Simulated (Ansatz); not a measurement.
# Black phosphorene bilayer (AB) in a perpendicular field

Aim: how the black phosphorene bilayer (AB) screens a field along its normal, and what the field does to its bands. A positive field points along +c.

Calculated with Ansatz 0.2.0; plane-wave DFT, PBE-D3(BJ), Ansatz PAW.

## (1) The starting structure

The cell holds 8 atoms: 8 P. Cell: a = 4.620 Å, b = 3.300 Å, c = 46.380 Å, α = 90.0°, β = 90.0°, γ = 90.0°. Regions: layer 1: black phosphorene, 4 atoms (4 P); layer 2: black phosphorene, 4 atoms (4 P). Vacuum lies along c.

## (2) Relaxation

The starting cell is a guess, so the in-plane lattice and the atoms are relaxed first, with the slab cut off from its images along the normal.

input.yaml reads:

```yaml
crystal:
  lattice:
    - [4.62, 0.0, 0.0]
    - [0.0, 3.3, 0.0]
    - [0.0, 0.0, 46.380000001]
  atoms:
    - { symbol: P, position: [0.09, 0.0, 0.4172056921] }
    - { symbol: P, position: [0.41, 0.5, 0.4193617939] }
    - { symbol: P, position: [0.91, 0.0, 0.4655023717] }
    - { symbol: P, position: [0.59, 0.5, 0.46334627] }
    - { symbol: P, position: [0.09, 0.5, 0.5344976283] }
    - { symbol: P, position: [0.41, 0.0, 0.53665373] }
    - { symbol: P, position: [0.91, 0.5, 0.5827943079] }
    - { symbol: P, position: [0.59, 0.0, 0.5806382061] }
  periodic: [true, true, false]
kpoints:
  mp_grid: { grid: [8, 10, 1] }
hamiltonian:
  xc: pbe
  dispersion: d3bj
scf:
  occupations: { method: fermi_dirac, width: 0.05 }
  convergence: { dr2_threshold: 1.0e-09 }
relax:
  f_tol: 0.004
  max_steps: 90
  cell: {}
output:
  write_potential: true
  write_density: true
  volumetric_format: npy
```

On the command line:

```bash
ansatz run input.yaml --threads 2 --pin off --max-ram 4096MiB --backend cpu --events-out ev --progress --plain --runs-dir out
```

Log:

```text
Warning: relax.cell: scf.convergence.dr2_threshold = 1e-9 eV is looser than the 2.55932515685e-10 eV advised for a relaxation that steers and ends on the stress (1e-10 eV for each atom of the cell: 8, times the square of relax.cell.stress_2d_tol = 0.05 N/m over 17.7 Å (the atoms' height at the walk's start and 5 Å past either face), 2.828e-2 GPa, over a crystal's default 0.05). What an SCF threshold leaves in a stress goes as its square root, and in the free energy as the threshold itself, and one threshold admits the most on a small cell: [figures from the program's tests cut] Set scf.convergence.dr2_threshold to 2.55932515685e-10 eV or tighter. [rest of the remark cut]
Engine: ansatz 0.2.0, x86_64-unknown-linux-gnu
Pseudopotentials: kind: paw
Pseudopotential: P, paw, valence charge 5, recommended cutoff 420 eV (normal), P.paw.azcp
Functional definition: PBE
  parameter kappa = 0.804
  parameter beta = 0.066725
  exchange = pbe_x(kappa = kappa, mu = beta*pi^2/3)
  correlation = pbe_c(beta = beta)
Crystal: 8 atoms, lattice volume = 707.109 Å³
Basis set: ecut = 420 eV, 13979 PW (Γ), exchange–correlation on 64×48×640 points (8 copies of the dense FFT grid, shifted against one another)
Bands: 28, of which v1, the nominal top of the filled ones, is band 20 counted from 1 (19 counted from 0)
Symmetry: 4 space group operations
Space group: P21/m (ITA 11), of the structure as read, at distance tolerance 8.9e-5 Å
k-points: 30 of 80
Non-local potential: P, projectors of the file, l = 0: 2, l = 1: 2, l = 2: 2
PAW form: soft (Blöchl's): semilocal exchange-correlation on the pseudo side does not see the compensation charge
PAW one-centre angular grid: P, 110 points (default); XC on 64 Gauss nodes
Initial density: superposition of atomic densities (neutral atoms: chi_scale 0, normalization atom), corrected by the library's trained network
Initial wavefunctions: pseudopotential atomic-orbital guess
Functional: x = pbe(κ = 0.804, μ = 0.219515), c = pbe(β = 0.066725)
SCF iter   1: F=—  HF=-6047.422331 eV  |F-HF|=—  |Δ(HF+E_count)|=         —  Δρ=1.37e-3  dr2=1.18e-1  ethr=1.77e-3  ⟨swp⟩=13.3  Hψ=7123  notcnv=0
preconditioner: auto → Resta (q_TF=auto, 1.690 Å⁻¹)  ε∞=2.0  [insulator: Δε(μ)=0.340 eV  Ē_g=8.734 eV  σ=0.050 eV  W_gap=0.94  n_scr=54 (ndim 8)  ℏωp=8.8 eV  f_vac=0.741  D(μ)=0.05/eV (n_scr^D=0)  ε∞_Penn≈2.0  vacuum switching on, ρ_ref=5.5e-3 e/Å³]
SCF iter   2: F=—  HF=-6047.428594 eV  |F-HF|=—  |Δ(HF+E_count)|=   6.26e-3  Δρ=1.65e-3  dr2=1.84e-1  ethr=2.96e-4  ⟨swp⟩=4.6  Hψ=2045  notcnv=0  defer=46
SCF iter   3: F=—  HF=-6047.407612 eV  |F-HF|=—  |Δ(HF+E_count)|=   2.10e-2  Δρ=5.95e-4  dr2=4.99e-3  ethr=2.96e-4  ⟨swp⟩=2.9  Hψ=1295  notcnv=0  defer=46
SCF iter   4: F=—  HF=-6047.407749 eV  |F-HF|=—  |Δ(HF+E_count)|=   1.37e-4  Δρ=1.62e-4  dr2=6.89e-4  ethr=1.25e-5  ⟨swp⟩=3.3  Hψ=1691  notcnv=0  defer=46
SCF iter   5: F=—  HF=-6047.407705 eV  |F-HF|=—  |Δ(HF+E_count)|=   4.45e-5  Δρ=6.76e-5  dr2=4.05e-5  ethr=1.72e-6  ⟨swp⟩=2.7  Hψ=1382  notcnv=0  defer=46
SCF iter   6: F=—  HF=-6047.407691 eV  |F-HF|=—  |Δ(HF+E_count)|=   1.32e-5  Δρ=2.09e-5  dr2=7.79e-6  ethr=1.01e-7  ⟨swp⟩=3.1  Hψ=1826  notcnv=0  defer=46
SCF iter   7: F=—  HF=-6047.407692 eV  |F-HF|=—  |Δ(HF+E_count)|=   5.77e-7  Δρ=5.20e-6  dr2=4.69e-7  ethr=1.95e-8  ⟨swp⟩=2.9  Hψ=1596  notcnv=0  defer=46
SCF iter   8: F=—  HF=-6047.407753 eV  |F-HF|=—  |Δ(HF+E_count)|=   6.05e-5  Δρ=1.54e-6  dr2=2.24e-8  ethr=1.17e-9  ⟨swp⟩=2.9  Hψ=1630  notcnv=0  defer=46
SCF iter   9: F=-6047.407753 eV  HF=-6047.407753 eV  |F-HF|=8.80e-10  |Δ(HF+E_count)|=   2.31e-8  Δρ=2.06e-7  dr2=2.65e-10  ethr=2.50e-12  ⟨swp⟩=10.0  Hψ=7801  notcnv=0
SCF 1 converged in 9 iterations: F = -6047.407753 eV  dr2 = 2.65e-10
  greatest PAW one-centre occupation: 0.815 electrons in one spin orbital (limit 2), on the P atom at site 4 (counted from 0), in its partial waves of l = 0
relax step   1: F+E_penalty+E_count = -6047.40775255 eV  Δ(F+E_penalty+E_count) = +0.000e0 eV  max|allowed force component| = 1.075e0 eV/Å  Δτ_max = 0.0000 Å  P = -2.374 N/m  Ω = 707.109 Å³  fix = [c, alpha, beta]  reactions: c +0.000 N/m; beta +0.000 N/m/rad  (9 SCF iters, accepted)
Crystal: 8 atoms, lattice volume = 688.422 Å³
Basis set: ecut = 420 eV, 13579 PW (Γ), exchange–correlation on 64×48×640 points (8 copies of the dense FFT grid, shifted against one another)
Initial density: handed on by an earlier stage of this run
Initial wavefunctions: those handed on with the density
iter 1 solved again at ethr=5.26e-4 eV; its pass at ethr=3.10e-3 eV (dr2=2.11e-1 eV) is discarded
SCF iter   1: F=—  HF=-6047.622490 eV  |F-HF|=—  |Δ(HF+E_count)|=         —  Δρ=5.97e-3  dr2=2.12e-1  ethr=5.26e-4  ⟨swp⟩=2.3  Hψ=8161  notcnv=0
preconditioner: auto → LDOS  [insulator: Δε(μ)=0.304 eV  Ē_g=8.843 eV  σ=0.050 eV  W_gap=0.91  n_scr=54 (ndim 8)  ℏωp=9.0 eV  f_vac=0.744  D(μ)=0.08/eV (n_scr^D=2)  ε∞_Penn≈2.0  β→1.0]
SCF iter   2: F=—  HF=-6047.619206 eV  |F-HF|=—  |Δ(HF+E_count)|=   3.28e-3  Δρ=2.87e-3  dr2=2.05e-1  ethr=5.26e-4  ⟨swp⟩=4.3  Hψ=2157  notcnv=0  defer=1
SCF iter   3: F=—  HF=-6047.585821 eV  |F-HF|=—  |Δ(HF+E_count)|=   3.34e-2  Δρ=1.32e-3  dr2=1.08e-1  ethr=5.13e-4  ⟨swp⟩=4.6  Hψ=2046  notcnv=0  defer=26
SCF iter   4: F=—  HF=-6047.573544 eV  |F-HF|=—  |Δ(HF+E_count)|=   1.23e-2  Δρ=4.52e-4  dr2=3.83e-3  ethr=2.69e-4  ⟨swp⟩=3.4  Hψ=1483  notcnv=0  defer=34
SCF iter   5: F=—  HF=-6047.572194 eV  |F-HF|=—  |Δ(HF+E_count)|=   1.35e-3  Δρ=1.25e-4  dr2=2.32e-4  ethr=9.56e-6  ⟨swp⟩=3.4  Hψ=1820  notcnv=0  defer=34
SCF iter   6: F=—  HF=-6047.572169 eV  |F-HF|=—  |Δ(HF+E_count)|=   2.55e-5  Δρ=3.71e-5  dr2=1.06e-5  ethr=5.79e-7  ⟨swp⟩=2.9  Hψ=1608  notcnv=0  defer=34
SCF iter   7: F=—  HF=-6047.572196 eV  |F-HF|=—  |Δ(HF+E_count)|=   2.68e-5  Δρ=7.34e-6  dr2=5.68e-7  ethr=2.65e-8  ⟨swp⟩=2.7  Hψ=1661  notcnv=0  defer=34
SCF iter   8: F=—  HF=-6047.572255 eV  |F-HF|=—  |Δ(HF+E_count)|=   5.97e-5  Δρ=1.99e-6  dr2=4.26e-8  ethr=1.42e-9  ⟨swp⟩=3.2  Hψ=1785  notcnv=0  defer=34
SCF iter   9: F=—  HF=-6047.572255 eV  |F-HF|=—  |Δ(HF+E_count)|=   2.67e-8  Δρ=7.01e-7  dr2=4.20e-9  ethr=1.07e-10  ⟨swp⟩=3.0  Hψ=1597  notcnv=0  defer=34
SCF iter  10: F=-6047.572255 eV  HF=-6047.572255 eV  |F-HF|=1.84e-9  |Δ(HF+E_count)|=   7.33e-9  Δρ=2.45e-7  dr2=4.44e-10  ethr=2.50e-12  ⟨swp⟩=11.9  Hψ=6982  notcnv=0
SCF 2 converged in 10 iterations: F = -6047.572255 eV  dr2 = 4.44e-10
  greatest PAW one-centre occupation: 0.813 electrons in one spin orbital (limit 2), on the P atom at site 7 (counted from 0), in its partial waves of l = 0
[...]
relax step   4: F+E_penalty+E_count = -6047.70646118 eV  Δ(F+E_penalty+E_count) = -2.236e-2 eV  max|allowed force component| = 2.989e-1 eV/Å  Δτ_max = 0.1950 Å  P = +0.410 N/m  Ω = 674.434 Å³  energy of the carried Pulay correction = +9.453e-4 eV  fix = [c, alpha, beta]  reactions: c +0.000 N/m; beta +0.000 N/m/rad  (10 SCF iters, accepted)
[...]
relax step   5: F+E_penalty+E_count = -6047.74107761 eV  Δ(F+E_penalty+E_count) = -3.462e-2 eV  max|allowed force component| = 8.388e-2 eV/Å  Δτ_max = 0.0868 Å  P = +0.464 N/m  Ω = 655.448 Å³  energy of the carried Pulay correction = +1.515e-3 eV  fix = [c, alpha, beta]  reactions: c +0.000 N/m; beta -0.000 N/m/rad  (9 SCF iters, accepted)
[...]
relax step   6: F+E_penalty+E_count = -6047.74747156 eV  Δ(F+E_penalty+E_count) = -6.394e-3 eV  max|allowed force component| = 4.983e-2 eV/Å  Δτ_max = 0.0398 Å  P = +0.115 N/m  Ω = 662.808 Å³  energy of the carried Pulay correction = +1.293e-3 eV  fix = [c, alpha, beta]  reactions: c +0.000 N/m; beta -0.000 N/m/rad  (9 SCF iters, accepted)
[...]
relax step   7: F+E_penalty+E_count = -6047.74792665 eV  Δ(F+E_penalty+E_count) = -4.551e-4 eV  max|allowed force component| = 1.399e-2 eV/Å  Δτ_max = 0.0074 Å  P = -0.035 N/m  Ω = 662.646 Å³  energy of the carried Pulay correction = +1.297e-3 eV  fix = [c, alpha, beta]  reactions: c +0.000 N/m; beta +0.000 N/m/rad  (8 SCF iters, accepted)
[...]
relax step   8: F+E_penalty+E_count = -6047.74797065 eV  Δ(F+E_penalty+E_count) = -4.401e-5 eV  max|allowed force component| = 1.478e-3 eV/Å  Δτ_max = 0.0022 Å  P = -0.000 N/m  Ω = 662.448 Å³  energy of the carried Pulay correction = +1.303e-3 eV  fix = [c, alpha, beta]  reactions: c -0.000 N/m; beta +0.000 N/m/rad  (7 SCF iters, accepted)
Basis set: ecut = 420 eV, 12963 PW (Γ), exchange–correlation on 60×48×640 points (8 copies of the dense FFT grid, shifted against one another)
Initial wavefunctions: pseudopotential atomic-orbital guess (no wavefunctions were taken with the density)
iter 1 solved again at ethr=4.41e-7 eV; its pass at ethr=3.10e-3 eV (dr2=1.77e-4 eV) is discarded
SCF iter   1: F=—  HF=-6047.747325 eV  |F-HF|=—  |Δ(HF+E_count)|=         —  Δρ=1.73e-5  dr2=1.81e-7  ethr=4.41e-7  ⟨swp⟩=5.4  Hψ=11037  notcnv=0
eigensolver tolerance schedule: the retry pair's looser diagonalisation over-reported the residual by 972.01 of it (diagonalisation noise at 0.16 of the residual, at the tolerance the schedule requests for it); recorded, not acted on — ethr = c·dr2/N_el stays at c = 1.0e-1
SCF iter   2: F=—  HF=-6047.747332 eV  |F-HF|=—  |Δ(HF+E_count)|=   7.40e-6  Δρ=1.65e-6  dr2=4.98e-8  ethr=4.54e-10  ⟨swp⟩=4.8  Hψ=2772  notcnv=0
SCF iter   3: F=—  HF=-6047.747332 eV  |F-HF|=—  |Δ(HF+E_count)|=   4.54e-9  Δρ=1.66e-6  dr2=7.01e-8  ethr=1.25e-10  ⟨swp⟩=3.4  Hψ=1929  notcnv=0
SCF iter   4: F=-6047.747332 eV  HF=-6047.747332 eV  |F-HF|=1.96e-10  |Δ(HF+E_count)|=   1.46e-8  Δρ=2.30e-7  dr2=7.41e-10  ethr=2.50e-12  ⟨swp⟩=16.0  Hψ=9241  notcnv=0
SCF 9 converged in 4 iterations: F = -6047.747332 eV  dr2 = 7.41e-10
relax step   9: F+E_penalty+E_count = -6047.74733229 eV  Δ(F+E_penalty+E_count) = +6.384e-4 eV  max|allowed force component| = 1.446e-3 eV/Å  Δτ_max = 0.0000 Å  P = -0.009 N/m  Ω = 662.448 Å³  fix = [c, alpha, beta]  reactions: c +0.000 N/m; beta +0.000 N/m/rad  stress off target by 1.72e-2 N/m on what of the cell is left free  SCF on the basis re-selected at this cell (its energy is not comparable with the rows above)  (4 SCF iters)
basis re-selected at this cell: Δ(F+E_penalty+E_count) = +6.384e-4 eV, ΔP = -0.009 N/m vs the last step (what re-selecting the basis moved, of the pressure what is left beyond the Pulay correction that the steps carried, after the strain that the cell walked since its last selection, with what the two solves' SCF thresholds leave and, on support functions, any second-order correction that the steps lacked; it is no measure of the basis error at this ecutwfc). The dense FFT grid was sized anew with the basis: this SCF ran on 30×24×320 points, the steps before it on 32×24×320, so part of this shift can come from that change (see relax.cell in the input reference). [rest of the remark cut]
WARN: The output density's exchange-correlation potential varies sharply where the density is thin. Do not read a vacuum level from v_tot or v_xc, or from such a field of the output density. On a cell that repeats whose density bears no net charge and no dipole along the vacuum's axis use v_es (v_loc + v_h of the components); under efield.dipole_correction with no amplitude use v_es + v_field, which holds any externa [...]
SCF converged after 4 iterations
Free energy (F): -6047.747332 eV
Harris-Foulkes:  -6047.747332 eV  (|F-HF|=1.96e-10)
Internal energy: -6047.744532 eV  (E = F + TS)
E sigma→0 (E₀):  -6047.745932 eV
Entropy (-TS):   -0.002800 eV (-0.350 meV/atom)
Fermi energy:    -4.367081 eV
--- Per-component energies (eV) ---
  E_band       = -447.093642
  E_kinetic    = 561.718705
  E_local      = -85106.560916  (includes V_loc(G=0)·N_el)
  E_nonlocal   = 271.505070
  E_hartree    = 42185.582257
  E_xc         = -490.821707
  E_vxc        = -484.656763  (∫ρ·V_xc dr)
  E_paw        = -4554.686006  (= ΣΔE_a)
  E_vpaw       = -60.266369  (= ΣTr[D̂ρ^β])
  E_aug_tail   = 0.000025  (compensation charges beyond the density's cutoff)
  E_ewald      = 41088.046536
  E_disp       = -2.528495  (pairwise vdW)
  E_smearing   = -0.002800  (= −TS)
  E_closure    = 0.000000  (closes the sum)
  Σ components = -6047.747332   (vs F -6047.747332, Δ=0.00e0)
--- Forces (eV/Å), atoms counted from 1 ---
  atom   1  P     -0.00144578    -0.00000000    -0.00042307
  atom   2  P      0.00127137     0.00000000    -0.00027437
  atom   3  P     -0.00140209     0.00000000     0.00090190
  atom   4  P      0.00104521    -0.00000000     0.00108479
  atom   5  P      0.00140209    -0.00000000    -0.00090190
  atom   6  P     -0.00104521     0.00000000    -0.00108479
  atom   7  P      0.00144578     0.00000000     0.00042307
  atom   8  P     -0.00127137    -0.00000000     0.00027437
  max |Σ_I F_I| component: 8.67e-19 eV/Å
--- 2D stress c σ (N/m, compression-positive) ---
       -0.017196      -0.000000      -0.000000
       -0.000000      -0.001722      -0.000000
       -0.000000      -0.000000      -0.000000
  P = ½ c Tr σ = -0.0095 N/m
--- Band table (eV; the first three rows and the last of 30) ---
  k-point 0: bands = [... 16 lower, -6.7034, -6.6601, -5.3952, -4.4049, -4.3129, -3.6325, -3.6202, -3.3201, ... 4 higher]
  k-point 1: bands = [... 16 lower, -7.1197, -6.6287, -5.3381, -4.5199, -4.2053, -3.5299, -2.6728, -2.4076, ... 4 higher]
  k-point 2: bands = [... 16 lower, -6.9684, -6.4584, -5.4240, -4.9982, -3.9102, -3.5620, -3.0021, -2.9641, ... 4 higher]
  k-point 29: bands = [... 16 lower, -6.4687, -6.4687, -6.4607, -6.4607, -2.4847, -2.4847, -2.4753, -2.4753, ... 4 higher]
  the weakly bound empty levels are not read free of the cell's end (no_gap_told)
--- Relaxed structure (8 steps of the walk, 8 accepted, 1 SCFs on fresh bases) ---
  F+E_penalty+E_count = -6047.74733229 eV   max|allowed force component| = 1.446e-3 eV/Å   (the final SCF, on the basis selected at the relaxed cell)
  cell:  # Å, volume = 662.4483 Å³
    - [4.320110, 0.0, 0]
    - [0.0, 3.306179, 0.0]
    - [0, 0.0, 46.380000001]
  atoms:
    - { symbol: P, position: [0.079416, 0.0, 0.421969] }
    - { symbol: P, position: [0.422689, 0.5, 0.421981] }
    - { symbol: P, position: [0.923399, 0.0, 0.468208] }
    - { symbol: P, position: [0.578653, 0.5, 0.468222] }
    - { symbol: P, position: [0.076601, 0.5, 0.531792] }
    - { symbol: P, position: [0.421347, 0.0, 0.531778] }
    - { symbol: P, position: [0.920584, 0.5, 0.578031] }
    - { symbol: P, position: [0.577311, 0.0, 0.578019] }
```

Run time: 8.6 min. Hardware: 2 threads of Intel Xeon at 2.50GHz (Skylake/Cascade Lake), shared host; peak memory 1.1 GiB; 17 min of CPU time.

In the SCF lines HF is the Harris–Foulkes energy and dr2 the Hartree energy of the density residual, in eV; the loop may stop once dr2 is under the threshold and the program's other checks hold. Hψ counts applications of the Hamiltonian.

Relaxation path:

```csv
step,energy less that of the first step (eV),largest force component (eV/Å),volume (Å³)
1,0.0000,1.0746,707.11
2,-0.1645,0.4433,688.42
3,-0.2764,0.1755,680.87
4,-0.2987,0.2989,674.43
5,-0.3333,0.0839,655.45
6,-0.3397,0.0498,662.81
7,-0.3402,0.0140,662.65
8,-0.3402,0.0015,662.45
9*,-0.3396,0.0014,662.45
```

Relaxation steps marked * repeat the geometry before them on a plane-wave basis chosen anew for their cell, so energy and pressure can jump there.

The run keeps the 4 symmetry operations that the program found, so distortions that break them were not tested.

```csv
cell as run,before,after,change
a (Å),4.620,4.320,-6.5 %
b (Å),3.300,3.306,+0.2 %
```

The atoms that moved most (Å, along periodic axes as changes of fractional coordinates times the final cell, across vacuum about the mean position):

```csv
atom,dx,dy,dz,length
P4,-0.049,0.000,0.226,0.231
P6,0.049,0.000,-0.226,0.231
P7,0.046,0.000,-0.221,0.226
P1,-0.046,0.000,0.221,0.226
P5,-0.058,0.000,-0.125,0.138
P3,0.058,0.000,0.125,0.138
P8,-0.055,0.000,-0.121,0.133
P2,0.055,0.000,0.121,0.133
```

The relaxed structure:

```cif
data_structure
_symmetry_space_group_name_H-M 'P 1'
_symmetry_Int_Tables_number 1
_cell_length_a 4.3201
_cell_length_b 3.3062
_cell_length_c 46.3800
_cell_angle_alpha 90.000
_cell_angle_beta 90.000
_cell_angle_gamma 90.000
_cell_volume 662.45
loop_
_atom_site_label
_atom_site_type_symbol
_atom_site_fract_x
_atom_site_fract_y
_atom_site_fract_z
_atom_site_occupancy
P1 P 0.07942 0.00000 0.42197 1
P2 P 0.42269 0.50000 0.42198 1
P3 P 0.92340 0.00000 0.46821 1
P4 P 0.57865 0.50000 0.46822 1
P5 P 0.07660 0.50000 0.53179 1
P6 P 0.42135 0.00000 0.53178 1
P7 P 0.92058 0.50000 0.57803 1
P8 P 0.57731 0.00000 0.57802 1
```

Numbers from this step:

```yaml
energy_at_zero_smearing: -6047.7459 eV
```

The lattice constant a goes from 4.620 to 4.320 Å.

[end of part 1 of 3]

[Long decimals in the printed logs are rounded to 6 places.]

[Logs are printed without paths, hosts, clocks, repeated set-up lines and the standing remarks that a program may print on its own settings, such as how far it seeks lower states.]

[Hosts, paths, dates, database ids (printed as entryN), source tags and the programs' standing remarks are cut or masked in the printed files.]

[Maps of the electrostatic potential energy from Ansatz leave out the sawtooth potential of an applied field or a dipole correction, so their vacuum need not be flat; planar profiles and work functions include it.]
